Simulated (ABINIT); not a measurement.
# NaMgF3 (Pm-3m): G0W0 with ABINIT, start to end

Aim: the G0W0 gap of NaMgF3 (Pm-3m) on LDA, step by step.

Method: LDA and many-body steps on it, plane waves, in ABINIT 10.8.3.

### Step 1. The structure

The structure is cubic, space group Pm-3m (No. 221). The conventional cell has a = 3.951 Å, b = 3.951 Å, c = 3.951 Å, α = 90.00°, β = 90.00°, γ = 90.00°. Nearest to Na lie 12 F at 2.79 Å. Nearest to Mg lie 6 F at 1.98 Å. Nearest to F lie 2 Mg at 1.98 Å and 4 Na at 2.79 Å. Farther neighbours and most contacts between anions are not listed.

The cell and positions are those that the Materials Project relaxed with its own functionals (PBE, PBE+U or r2SCAN), kept fixed.

### Step 2. Ground state

This step: ABINIT 10.8.3; DFT, LDA, plane waves, norm-conserving pseudopotentials.

The ground-state density comes first.

The input, run.abi:

```
acell 3*1.0 Angstrom
rprim 
  3.950839000000 0.000000000000 0.000000000000
  0.000000000000 3.950839000000 0.000000000000
  0.000000000000 0.000000000000 3.950839000000
ntypat 3
znucl 11 12 9
natom 5
typat 1 2 3 3 3
xred 
  0.000000000000 0.000000000000 0.000000000000
  0.500000000000 0.500000000000 0.500000000000
  0.500000000000 0.500000000000 0.000000000000
  0.500000000000 0.000000000000 0.500000000000
  0.000000000000 0.500000000000 0.500000000000
pp_dirpath "pseudos"
pseudos "Na.upf, Mg.upf, F.upf"
ecut 38
ngkpt 6 6 6
nshiftk 1
shiftk 0 0 0
kptopt 1
chksymbreak 0
nband 26
occopt 1
tolvrs 1e-10
nstep 60
prtwf 0
optforces 0
optstress 0
indata_prefix "in"
outdata_prefix "out"
tmpdata_prefix "tmp"
```

Run with:

```console
$ OMP_NUM_THREADS=1 mpirun -n 4 abinit run.abi > log
```

Numbers of over 12 decimals in the logs are rounded to 6 here.

The log of the run:

```text
.Version 10.8.3 of ABINIT. v10.8.2 released Aug 2026.

 Symmetries : space group Pm -3 m (#221); Bravais cP (primitive cubic)
================================================================================
 Values of the parameters that define the memory need of the present run
     intxc =       0    ionmov =       0      iscf =       7    lmnmax =       5
     lnmax =       5     mgfft =      45  mpssoang =       3    mqgrid =    3001
     natom =       5  nloc_mem =       1    nspden =       1   nspinor =       1
    nsppol =       1      nsym =      48    n1xccc =    2501    ntypat =       3
    occopt =       1   xclevel =       1
-    mband =          26        mffmem =           1         mkmem =           5
       mpw =        4677          nfft =       91125          nkpt =          20
================================================================================
  Rough estimation (10% accuracy) of disk space for files :
================================================================================

--------------------------------------------------------------------------------
------------- Echo of variables that govern the present computation ------------
--------------------------------------------------------------------------------
 -outvars: echo values of preprocessed input variables --------
            acell      1.8897261259E+00  1.8897261259E+00  1.8897261259E+00 Bohr

      chksymbreak           0
             ecut      3.80000000E+01 Hartree
-          fftalg         312

              ixc       -1012
              kpt      0.00000000E+00  0.00000000E+00  0.00000000E+00
                       1.66666667E-01  0.00000000E+00  0.00000000E+00
                       3.33333333E-01  0.00000000E+00  0.00000000E+00
                       5.00000000E-01  0.00000000E+00  0.00000000E+00
                       1.66666667E-01  1.66666667E-01  0.00000000E+00
                       3.33333333E-01  1.66666667E-01  0.00000000E+00
                       5.00000000E-01  1.66666667E-01  0.00000000E+00
                       3.33333333E-01  3.33333333E-01  0.00000000E+00
                       5.00000000E-01  3.33333333E-01  0.00000000E+00
   [... 9 further rows ...]
                       5.00000000E-01  5.00000000E-01  3.33333333E-01
                       5.00000000E-01  5.00000000E-01  5.00000000E-01
         kptrlatt        6    0    0      0    6    0      0    0    6
          kptrlen      4.47960221E+01
P           mkmem           5
            natom           5
            nband          26
            ngfft          45      45      45
             nkpt          20
            nstep          60
             nsym          48
           ntypat           3
              occ      2.000000  2.000000  2.000000  2.000000  2.000000  2.000000
                       2.000000  2.000000  2.000000  2.000000  2.000000  2.000000
                       2.000000  2.000000  2.000000  2.000000  2.000000  2.000000
                       2.000000  2.000000  0.000000  0.000000  0.000000  0.000000
                       0.000000  0.000000
        optforces           0
        optstress           0
            prtwf           0
            rprim      3.9508390000E+00  0.0000000000E+00  0.0000000000E+00
[...]
spgroup         221

           tolvrs      1.00000000E-10

             xred      0.0000000000E+00  0.0000000000E+00  0.0000000000E+00
[...]
znucl       11.00000   12.00000    9.00000

================================================================================

 chkinp: Checking input parameters for consistency.

================================================================================
== DATASET  1 ==================================================================
-   mpi_nproc: 4, omp_nthreads: 1 (-1 if OMP is not activated)

--- !DatasetInfo
iteration_state: {dtset: 1, }
dimensions: {natom: 5, nkpt: 20, mband: 26, nsppol: 1, nspinor: 1, nspden: 1, mpw: 4677, }
cutoff_energies: {ecut:  38.0, pawecutdg:  -1.0, }
electrons: {nelect:   4.00000000E+01, charge:   0.00000000E+00, occopt:   1.00000000E+00, tsmear:   1.00000000E-02, }

 Real(R)+Recip(G) space primitive vectors, cartesian coordinates (Bohr,Bohr^-1):
 R(1)=  7.4660037  0.0000000  0.0000000  G(1)=  0.1339405  0.0000000  0.0000000
 R(2)=  0.0000000  7.4660037  0.0000000  G(2)=  0.0000000  0.1339405  0.0000000
 R(3)=  0.0000000  0.0000000  7.4660037  G(3)=  0.0000000  0.0000000  0.1339405
 Unit cell volume ucvol=  4.1616409E+02 bohr^3
 Angles (23,13,12)=  9.00000000E+01  9.00000000E+01  9.00000000E+01 degrees

 getcut: wavevector=  0.0000  0.0000  0.0000  ngfft=  45  45  45
         ecut(hartree)=     38.000   => boxcut(ratio)=   2.12377

--- Pseudopotential description ------------------------------------------------
- Na Generated using ONCVPSP code by D. R. Hamann
- 11.00000   9.00000  180309                  znucl, zion, pspdat
12 -1012 1 -1 1968                            pspcod,pspxc,lmax,lloc,mmax
     nproj     2     2     0
  pspatm : epsatm=    9.37365322
         --- l  ekb(1:nproj) -->
[...]
pspatm: atomic psp has been read  and splines computed

- Mg Generated using ONCVPSP code by D. R. Hamann
- 12.00000  10.00000  180309                  znucl, zion, pspdat
12 -1012 1 -1 1510                            pspcod,pspxc,lmax,lloc,mmax
     nproj     2     2     0
  pspatm : epsatm=    9.23542517
         --- l  ekb(1:nproj) -->
[...]
pspatm: atomic psp has been read  and splines computed

- F Generated using ONCVPSP code by D. R. Hamann
-  9.00000   7.00000  201202                  znucl, zion, pspdat
12 -1012 2 -1 824                             pspcod,pspxc,lmax,lloc,mmax
     nproj     2     2     1
  pspatm : epsatm=    4.94580260
         --- l  ekb(1:nproj) -->
[...]
2   -2.364936
 pspatm: atomic psp has been read  and splines computed

   1.33785945E+03                                ecore*ucvol(ha*bohr**3)
--------------------------------------------------------------------------------

_setup2: Arith. and geom. avg. npw (full set) are    4656.079    4656.059

================================================================================

--- !BeginCycle
iteration_state: {dtset: 1, }
solver: {iscf: 7, nstep: 60, nline: 4, wfoptalg: 0, }
tolerances: {tolvrs: 1.00E-10, }

     iter   Etot(hartree)      deltaE(h)  residm     vres2
 ETOT  1  -178.75749606091    -1.788E+02 1.205E-01 4.534E+02
 ETOT  2  -178.82682026037    -6.932E-02 3.355E-03 2.998E+02
 ETOT  3  -178.95495195598    -1.281E-01 4.937E-03 1.685E+01
 ETOT  4  -178.95813791783    -3.186E-03 1.680E-03 3.370E-01
 ETOT  5  -178.95818210215    -4.418E-05 5.194E-04 9.594E-02
 ETOT  6  -178.95819711814    -1.502E-05 2.495E-04 1.387E-03
 ETOT  7  -178.95819735447    -2.363E-07 7.278E-05 1.098E-04
 ETOT  8  -178.95819737489    -2.042E-08 7.889E-05 4.346E-06
 ETOT  9  -178.95819737552    -6.256E-10 5.026E-05 2.638E-07
 ETOT 10  -178.95819737557    -4.900E-11 5.629E-05 5.967E-10
 ETOT 11  -178.95819737557    -8.527E-12 3.619E-05 1.108E-11

 At SCF step   11       vres2   =  1.11E-11 < tolvrs=  1.00E-10 =>converged.

--- !ResultsGS
iteration_state: {dtset: 1, }
comment   : Summary of ground state results
lattice_vectors:
- [  7.4660037,   0.0000000,   0.0000000, ]
- [  0.0000000,   7.4660037,   0.0000000, ]
- [  0.0000000,   0.0000000,   7.4660037, ]
lattice_lengths: [   7.46600,    7.46600,    7.46600, ]
lattice_angles: [ 90.000,  90.000,  90.000, ] # degrees, (23, 13, 12)
lattice_volume:   4.1616409E+02
convergence: {deltae: -8.527E-12, res2:  1.108E-11, residm:  3.619E-05, diffor:  0.000E+00, }
etotal    :  -1.78958197E+02
entropy   :   0.00000000E+00
fermie    :  -4.11580900E-02
cartesian_stress_tensor: null
pressure_GPa: null
xred      :
- [  0.0000E+00,   0.0000E+00,   0.0000E+00, Na]
- [  5.0000E-01,   5.0000E-01,   5.0000E-01, Mg]
- [  5.0000E-01,   5.0000E-01,   0.0000E+00,  F]
- [  5.0000E-01,   0.0000E+00,   5.0000E-01,  F]
- [  0.0000E+00,   5.0000E-01,   5.0000E-01,  F]
cartesian_forces: null
force_length_stats: {min: null, max: null, mean: null, }

 Integrated electronic density in atomic spheres:
 ------------------------------------------------
 Atom  Sphere_radius  Integrated_density
[...]
================================================================================

 ----iterations are completed or convergence reached----

 Mean square residual over all n,k,spin=   11.681E-08; max=  36.187E-06
 reduced coordinates (array xred) for    5 atoms
       0.000000000000      0.000000000000      0.000000000000
       0.500000000000      0.500000000000      0.500000000000
       0.500000000000      0.500000000000      0.000000000000
       0.500000000000      0.000000000000      0.500000000000
       0.000000000000      0.500000000000      0.500000000000
 rms dE/dt=  0.0000E+00; max dE/dt=  0.0000E+00; dE/dt below (all hartree)
    1       0.000000000000      0.000000000000      0.000000000000
    2       0.000000000000      0.000000000000      0.000000000000
    3       0.000000000000      0.000000000000      0.000000000000
    4       0.000000000000      0.000000000000      0.000000000000
    5       0.000000000000      0.000000000000      0.000000000000

 cartesian coordinates (angstrom) at end:
    1      0.000000     0.000000     0.000000
    2      1.975420     1.975420     1.975420
    3      1.975420     1.975420     0.000000
    4      1.975420     0.000000     1.975420
    5      0.000000     1.975420     1.975420
 length scales=  1.889726125908  1.889726125908  1.889726125908 bohr
              =  1.000000000000  1.000000000000  1.000000000000 angstroms
 prteigrs : about to open file out_EIG
 Fermi (or HOMO) energy (hartree) =  -0.04116   Average Vxc (hartree)=  -0.36670
 Eigenvalues (hartree) for nkpt=  20  k points:
 kpt#   1, nband= 26, wtk=  0.00463, kpt=  0.0000  0.0000  0.0000 (reduced coord)
  -2.60645   -1.78935   -1.41006   -1.41006   -1.41006   -0.77811   -0.77811   -0.77811
  -0.76984   -0.74049   -0.74049   -0.13970   -0.13970   -0.13970   -0.06484   -0.06484
  -0.06484   -0.05793   -0.05793   -0.05793    0.16649    0.43276    0.44281    0.44281
   0.50981    0.50981
 prteigrs : prtvol=0 or 1, do not print more k-points.

--- !EnergyTerms
iteration_state     : {dtset: 1, }
comment             : Components of total free energy in Hartree
kinetic             :  1.10207775989165E+02
hartree             :  5.99384425451809E+01
xc                  : -3.07030106433698E+01
Ewald energy        : -1.00905929746381E+02
psp_core            :  3.21474027495280E+00
local_psp           : -1.79452070091710E+02
non_local_psp       : -4.12581457034120E+01
total_energy        : -1.78958197375574E+02
total_energy_eV     : -4.86970063067124E+03
band_energy         : -2.80969508185149E+01

== END DATASET(S) ==============================================================
================================================================================

 -outvars: echo values of variables after computation  --------
           etotal     -1.7895819738E+02
            nband          26
             nkpt          20
          spgroup         221
 [... the other variables as echoed above ...]

 Calculation completed.
```

It took 31 s on 4 MPI ranks of Arm Neoverse V1, shared host; peak memory 0.34 GiB; 2 min of CPU time.

Numbers from this step:

| Quantity | Value |
| --- | --- |
| total energy | -4869.7006 eV |
| gap | 5.650 eV |
| k of the valence top | 0.5, 0.5, 0.5 |
| k of the conduction bottom | 0, 0, 0 |
| least direct gap | 6.107 eV |

The gap is indirect, with the least direct gap 0.46 eV higher.

(Continued in part 2 of 3.)

[Paths, hosts, dates, memory and timing lines, banners, echoed tables and standing remarks are left out of the program output.]

[Logs are printed without paths, hosts, clocks, repeated set-up lines and the standing remarks that a program may print on its own settings, such as how far it seeks lower states.]

[Runs of the session that timed out or met a known fault of the program may be left out.]

[Hosts, paths, dates, database ids (printed as entryN), source tags and the programs' standing remarks are cut or masked in the printed files.]

[G0W0 gaps are taken among the corrected bands and points alone; a level outside them can change the order at an edge.]

[Where Ansatz stands beside ABINIT at settings called matched, ABINIT's density can come from a denser mesh and the files from another edition; pairs whose starting gaps differed by over 0.03 eV were left out, so agreement reads better than it is.]
